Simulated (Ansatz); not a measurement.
# TiO2 (C2/c): the gap up the ladder of methods, part 2 of 2

Aim: the gap of TiO2 (C2/c) at several levels of theory on one structure, with the time that each takes.

Ansatz 0.2.0; density functionals, hybrids and G0W0, plane waves, PAW. Known limits of the many-body steps: finite bands, screening cutoff and k mesh; no spin-orbit coupling in G0W0.

So far. Step 5 (PBE0 on the 4×4×4 mesh): Over mesh and listed points the gap is 4.252 eV, from k = (-0.450, 0.450, 0.000) to k = Γ. The least direct gap found is 4.632 eV, at k = (0.000, 0.000, 0.250). On the 4×4×4 mesh alone the same run gives 4.290 eV, so that mesh misses an edge of PBE0: 4.290 − 4.252 = +0.038 eV. PBE0 against HSE06: 4.252 − 3.507 = +0.745 eV, with the same mesh, files and cutoff, and both edges at the same k points.

In doubt: masses and optical values from hybrid runs of this build are listed as unsure (step 7), which bears on the screening that GW takes from such a start.

## Step 7: G0W0@HSE06, 6×6×4 mesh, 258 empty bands, screening to 138 eV, PAW set soft_1 files

This step: G0W0 on HSE06, plane waves, PAW; PAW set soft_1.

File input.yaml:

```yaml
crystal:
  lattice:
    - [2.706034, -2.706655, 0.0]
    - [2.706034, 2.706655, 0.0]
    - [-2.633531, 0.0, 4.796637]
  atoms:
    - { symbol: Ti, position: [0.13411, 0.86589, 0.25] }
    - { symbol: Ti, position: [0.86589, 0.13411, 0.75] }
    - { symbol: O, position: [0.331221, 0.088755, 0.667149] }
    - { symbol: O, position: [0.668779, 0.911245, 0.332851] }
    - { symbol: O, position: [0.911245, 0.668779, 0.832851] }
    - { symbol: O, position: [0.088755, 0.331221, 0.167149] }
kpoints:
  mp_grid: { grid: [6, 6, 4] }
hamiltonian:
  xc: hse06
  pseudopotentials: { kind: paw, azcp: { folder: soft_1 } }
scf:
  occupations: { method: fixed }
gw:
  n_empty_bands: 258
  ecut_chi: 138
  qp_bands: [v2, c2]
  qp_kpoints: band_edges
  screening: { model: contour_deformation }
```

Launch:

```sh
$ ansatz run input.yaml --threads 3 --pin off --max-ram 92160MiB --backend cuda --events-out ev --progress --plain --runs-dir out --devices 1 --max-vram 13GiB
```

Numbers of over 12 decimals in the logs are rounded to 6 here.

The log of the run:

```text
GPUs: using 1 of 1 available (devices: 1).
[...]
GPU FFT provider: cuFFT
GPU libraries: cuBLAS 13.8.2, cuFFT 12.4.0, cuSOLVER 12.3.4
Crystal: 6 atoms, lattice volume = 70.264 Å³
Basis set: ecut = 420 eV, 1363 PW (Γ)
Bands: 30, of which v1, the nominal top of the filled ones, is band 24 counted from 1 (23 counted from 0)
Symmetry: 4 space group operations
[...]
k-points: 47 of 144
[...]
1    25      9.5116   -12.4394    -6.2112   -19.2694  0.7658    10.1354    10.1304  root
     1    26     10.0956   -12.7858    -6.6754   -20.0972  0.7530    10.7376    10.7316  root
[...]
46    23      5.8262   -25.8477     4.2391   -21.9271  0.7509     6.1433     6.1446  root
    46    24      5.8262   -25.8477     4.2391   -21.9271  0.7509     6.1433     6.1446  root
    46    25     10.7341   -13.2705    -6.8704   -20.7911  0.7440    11.3912    11.3843  root
    46    26     10.7341   -13.2705    -6.8704   -20.7911  0.7440    11.3912    11.3843  root
[key lines of the parts left out:]
Free energy (F): -7275.924282 eV
Fermi energy:    5.853050 eV
```

Run time: 3.9 min. Hardware: 1 × NVIDIA H100 80GB HBM3 (shared by 6 runs) with 3 threads of AMD EPYC 7R13 (Zen 3), shared host; peak memory 2.4 GiB; 5.8 min of CPU time.

This step gave:

```yaml
bands_summed: 282
rpa_eps_infinity_on_this_mesh_eigenvalues: 4.355, 4.672, 4.789
plane_waves_in_the_screening_matrix: 269
g0w0_gap_over_the_corrected_points: 3.839 eV
k_of_the_valence_top: -0.5, -0.5, 0
k_of_the_conduction_bottom: 0, 0, 0
starting_gap_on_the_mesh: 3.545 eV
z_at_the_valence_top: 0.7507
z_at_the_conduction_bottom: 0.7680
least_direct_g0w0_gap_over_the_corrected_points: 4.207 eV
```

Over 35 of 47 irreducible mesh points the G0W0 gap is 3.839 eV, from k = (-0.500, -0.500, 0.000) to k = Γ. The HSE06 gap of this run on the mesh is 3.545 eV. The two states that bound the G0W0 gap lie that far apart at the start, so the correction of the gap is 3.839 − 3.545 = +0.294 eV. G0W0@HSE06 against G0W0@LDA with 282 bands (a further run, in the table below): 3.839 − 3.529 = +0.310 eV, with the same mesh, files and cutoffs, and both edges at the same k points.

## Step 8: G0W0@r2SCAN, 6×6×4 mesh, 258 empty bands, screening to 138 eV, PAW set soft_1 files

This step: G0W0 on r2SCAN, plane waves, PAW; PAW set soft_1.

Changes to input.yaml since step 7:

```diff
@@ -15,3 +15,3 @@
 hamiltonian:
-  xc: hse06
+  xc: r2scan
   pseudopotentials: { kind: paw, azcp: { folder: soft_1 } }
```

The log of the run:

```text
GPUs: using 1 of 1 available (devices: 1).
[...]
GPU FFT provider: cuFFT
GPU libraries: cuBLAS 13.8.2, cuFFT 12.4.0, cuSOLVER 12.3.4
Crystal: 6 atoms, lattice volume = 70.264 Å³
Basis set: ecut = 500 eV, 1741 PW (Γ), exchange–correlation on 120×120×160 points (64 copies of the dense FFT grid, shifted against one another)
Bands: 30, of which v1, the nominal top of the filled ones, is band 24 counted from 1 (23 counted from 0)
[...]
1    26      9.5245   -13.2605    -7.1728   -21.5310  0.7169    10.6493    10.6223  root
[...]
46    23      6.4610   -25.7599     4.4852   -21.2831  0.7163     6.4694     6.4694  root
    46    24      6.4610   -25.7599     4.4852   -21.2831  0.7163     6.4694     6.4694  root
    46    25     10.0988   -13.7309    -7.4076   -22.2734  0.7065    11.2660    11.2337  root
    46    26     10.0988   -13.7309    -7.4076   -22.2734  0.7065    11.2660    11.2337  root
[key lines of the parts left out:]
SCF converged after 9 iterations
Free energy (F): -7292.610665 eV
Fermi energy:    6.483587 eV
```

Elapsed: 3.1 min, on 1 × NVIDIA H100 80GB HBM3 (shared by 6 runs) with 3 threads; peak memory 2 GiB.

Numbers from this step:

```yaml
bands_summed: 282
rpa_eps_infinity_on_this_mesh_eigenvalues: 5.342, 5.862, 6.024
plane_waves_in_the_screening_matrix: 269
g0w0_gap_over_the_corrected_points: 3.456 eV
k_of_the_valence_top: -0.5, -0.5, 0
k_of_the_conduction_bottom: 0, 0, 0
starting_gap_on_the_mesh: 2.445 eV
z_at_the_valence_top: 0.7160
z_at_the_conduction_bottom: 0.7332
least_direct_g0w0_gap_over_the_corrected_points: 3.809 eV
```

Over 39 of 47 irreducible mesh points the G0W0 gap is 3.456 eV, from k = (-0.500, -0.500, 0.000) to k = Γ. The r2SCAN gap of this run on the mesh is 2.445 eV. The two states that bound the G0W0 gap lie that far apart at the start, so the correction of the gap is 3.456 − 2.445 = +1.011 eV. G0W0@r2SCAN against G0W0@HSE06 with 282 bands: 3.456 − 3.839 = −0.383 eV. The runs also differ in plane-wave cutoff (420 eV and 500 eV), so how much of this comes from the start alone is not known.

## Step 9: Gap and time by level

Each gap is the least one over the points named; times are wall times on shared hosts, not benchmarks. A G0W0 time includes the run's own self-consistent start. Runs with listed points see these and the mesh alone, so an edge that moves elsewhere is missed. Rows marked * are further runs, not shown as steps, whose inputs differ from the G0W0 step on the same start in the columns given; solver thresholds can differ too.

| level | mesh | files, cutoff | bands summed, screening | points | gap (eV) | valence top | conduction bottom | least direct gap (eV) | time |
| --- | --- | --- | --- | --- | --- | --- | --- | --- | --- |
| LDA | 6×6×6 | soft_1 PAW, 420 eV | - | mesh and path | 1.938 | (-0.450, 0.450, 0.000) | Γ | 2.305 | 14 s |
| r2SCAN | 6×6×6 | soft_1 PAW, 500 eV | - | mesh and listed points | 2.410 | (-0.450, 0.450, 0.000) | Γ | 2.782 | 8.8 s |
| HSE06 | 4×4×4 | soft_1 PAW, 420 eV | - | mesh and listed points | 3.507 | (-0.450, 0.450, 0.000) | Γ | 3.892 | 25 s |
| PBE0 | 4×4×4 | soft_1 PAW, 420 eV | - | mesh and listed points | 4.252 | (-0.450, 0.450, 0.000) | Γ | 4.632 | 31 s |
| G0W0@LDA* | 6×6×4 | soft_1 PAW, 420 eV | 115, 69 eV | 39 of 47 irreducible mesh points | 3.606 | (-0.500, -0.500, 0.000) | Γ | 3.942 | 50 s |
| G0W0@LDA* | 6×6×4 | soft_1 PAW, 420 eV | 282, 138 eV | 39 of 47 irreducible mesh points | 3.529 | (-0.500, -0.500, 0.000) | Γ | 3.877 | 70 s |
| G0W0@LDA | 6×6×4 | soft_1 PAW, 420 eV | 580, 230 eV | 39 of 47 irreducible mesh points | 3.574 | (-0.500, -0.500, 0.000) | Γ | 3.926 | 6.3 min |
| G0W0@LDA* | 4×4×4 | soft_1 PAW, 420 eV | 282, 138 eV | 18 of 24 irreducible mesh points | 3.523 | (-0.500, -0.500, 0.000) | Γ | 3.875 | 22 s |
| G0W0@HSE06 | 6×6×4 | soft_1 PAW, 420 eV | 282, 138 eV | 35 of 47 irreducible mesh points | 3.839 | (-0.500, -0.500, 0.000) | Γ | 4.207 | 3.9 min |
| G0W0@r2SCAN | 6×6×4 | soft_1 PAW, 500 eV | 282, 138 eV | 39 of 47 irreducible mesh points | 3.456 | (-0.500, -0.500, 0.000) | Γ | 3.809 | 3.1 min |

## Step 10: What came out

```json
{
 "LDA, over mesh and path": "1.938 eV",
 "r2SCAN, over mesh and listed points": "2.410 eV",
 "HSE06, over mesh and listed points": "3.507 eV",
 "PBE0, over mesh and listed points": "4.252 eV",
 "G0W0@LDA (580 bands, 6×6×4), over 39 of 47 irreducible mesh points": "3.574 eV",
 "G0W0@HSE06, over 35 of 47 irreducible mesh points": "3.839 eV",
 "G0W0@r2SCAN, over 39 of 47 irreducible mesh points": "3.456 eV",
 "known limits": "finite bands, screening cutoff and k mesh; no spin-orbit coupling in G0W0"
}
```

The rows run from 1.938 eV (LDA) to 4.252 eV (PBE0). They differ in mesh, plane-wave cutoff, bands and screening cutoff of G0W0 and the points over which the gap was sought as well as in level, so only pairs that share these are like for like. PBE0 against HSE06: 4.252 − 3.507 = +0.745 eV, with the same mesh, files and cutoff, and both edges at the same k points. G0W0@HSE06 against G0W0@LDA with 282 bands: 3.839 − 3.529 = +0.310 eV, with the same mesh, files and cutoffs, and both edges at the same k points. G0W0@LDA (580 bands, 6×6×4) moves the gap of its own start on the mesh by 3.574 − 1.977 = +1.597 eV, between the same two levels. Over mesh and path, LDA puts the valence top at k = (-0.450, 0.450, 0.000), where no G0W0 correction was computed. The G0W0 gap over the whole zone is therefore not known from this run; at its settings it can only be equal to or under the 3.574 eV found, and no correction is carried over from another point. For the start itself the gap is 1.938 eV over mesh and path and 1.977 eV on the mesh of the G0W0 run, in runs that differ in mesh (6×6×6 and 6×6×4). G0W0@HSE06 moves the gap of its own start on the mesh by 3.839 − 3.545 = +0.294 eV, between the same two levels. Over mesh and listed points, HSE06 puts the valence top at k = (-0.450, 0.450, 0.000), where no G0W0 correction was computed. The G0W0 gap over the whole zone is therefore not known from this run; at its settings it can only be equal to or under the 3.839 eV found, and no correction is carried over from another point. For the start itself the gap is 3.507 eV over mesh and listed points and 3.545 eV on the mesh of the G0W0 run, in runs that differ in mesh (4×4×4 and 6×6×4). G0W0@r2SCAN moves the gap of its own start on the mesh by 3.456 − 2.445 = +1.011 eV, between the same two levels. Over mesh and listed points, r2SCAN puts the valence top at k = (-0.450, 0.450, 0.000), where no G0W0 correction was computed. The G0W0 gap over the whole zone is therefore not known from this run; at its settings it can only be equal to or under the 3.456 eV found, and no correction is carried over from another point. For the start itself the gap is 2.410 eV over mesh and listed points and 2.445 eV on the mesh of the G0W0 run, in runs that differ in mesh (6×6×6 and 6×6×4). For G0W0@LDA: from 115 bands and 69 eV to 580 bands and 230 eV the gap moves by 3.574 − 3.606 = −0.032 eV (rung by rung 3.606, 3.529, 3.574 eV); bands and screening cutoff rise together, so their parts are not told apart. The gap turns back along the series (3.606, 3.529, 3.574 eV), so no line is drawn and the limit is not known. The other G0W0 rows are shown at one basis each (282 bands), so their distance from the limit is not known here. With the 4×4×4 mesh in place of the 6×6×4 mesh and all else as in the G0W0@LDA row with 282 bands, the gap differs by 3.523 − 3.529 = −0.006 eV, and that of the start by 1.974 − 1.977 = −0.003 eV. The G0W0 runs are scalar-relativistic. G0W0@LDA runs of this series with other atomic data on the same mesh, not shown as steps, give 3.531 eV (hard PAW, 930 eV, 282 bands, screening to 138 eV; the table's row with the same empty bands and screening cutoff has 3.529 eV); where bands and cutoffs differ too, the part of the files is not isolated.

[Paths, hosts, dates, memory and timing lines, banners, echoed tables and standing remarks are left out of the program output.]

[Logs are printed without paths, hosts, clocks, repeated set-up lines and the standing remarks that a program may print on its own settings, such as how far it seeks lower states.]

[Runs of the session that timed out or met a known fault of the program may be left out.]

[Cells called generated may have been cut or substituted from an entry of the Crystallography Open Database or the Materials Project.]

[Hosts, paths, dates, database ids (printed as entryN), source tags and the programs' standing remarks are cut or masked in the printed files.]

[Where an RPA ε∞ is given, it is that of the G0W0 mesh and is not shown converged in it. Names of k-points follow the symmetry that the program found, which can be lower than the space group named. Band edges on a path are those of the sampled points; other points can move an edge, and change direct to indirect where valleys lie close.]

[Hybrid gaps are those of their k-mesh and are not shown converged in it.]
